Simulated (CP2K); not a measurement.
Consider vinylsilane at its PBE geometry (Å).

```xyz
9

C     1.5104   -0.1403   -0.3387
C     0.5035    0.1005    0.5158
Si   -1.2898    0.0569    0.0228
H     1.3299   -0.3817   -1.3893
H     2.5568   -0.1072   -0.0248
H     0.7593    0.3367    1.5550
H    -2.0384   -0.9600    0.8198
H    -1.3889   -0.2824   -1.4260
H    -1.9429    1.3776    0.2654
```

Method: CP2K XAS_TDP, all-electron GAPW, PBEh(45%), aug-pc-1, TDA, no relativity.

Question: Where do the C K-edge lines lie, and how strong are they?

Leading lines: C1 280.43 eV and C2 280.33 eV. The leading line of an atom is its first one with 35 % of the strongest within 2.5 eV of its lowest line over the strength cut. 

The first six lines of each atom with a strength over 0.0015:

| atom | energy (eV) | states | strength, one atom |
| --- | --- | --- | --- |
| C1 (bonded to C and 2 H) | 280.43 | 1 | 0.0565 |
|  | 284.06 | 1 | 0.0057 |
|  | 284.60 | 1 | 0.0193 |
|  | 285.27 | 1 | 0.0034 |
|  | 285.62 | 1 | 0.0031 |
|  | 286.33 | 2 | 0.0040 |
| C2 (bonded to C, Si and H) | 280.33 | 1 | 0.0490 |
|  | 283.66 | 1 | 0.0069 |
|  | 284.23 | 1 | 0.0198 |
|  | 284.48 | 1 | 0.0025 |
|  | 284.85 | 1 | 0.0034 |
|  | 285.67 | 1 | 0.0026 |

Lines are vertical, at one geometry, with no vibrational structure. Without a correction of the core level, line positions, and the gaps between valence and Rydberg lines, follow the share of exact exchange. At this level such K lines come out 3 to 6 eV under measured ones. These values hold no scalar relativity, about 0.1 eV for C 1s. Rydberg lines, and the discretised continuum above threshold, depend on the basis and the box.

[Banner, clock and machine lines of the logs are left out without a mark of their own.]

[Logs are printed without paths, hosts, clocks, repeated set-up lines and the standing remarks that a program may print on its own settings, such as how far it seeks lower states.]

[Hosts, paths, dates, database ids (printed as entryN), source tags and the programs' standing remarks are cut or masked in the printed files.]
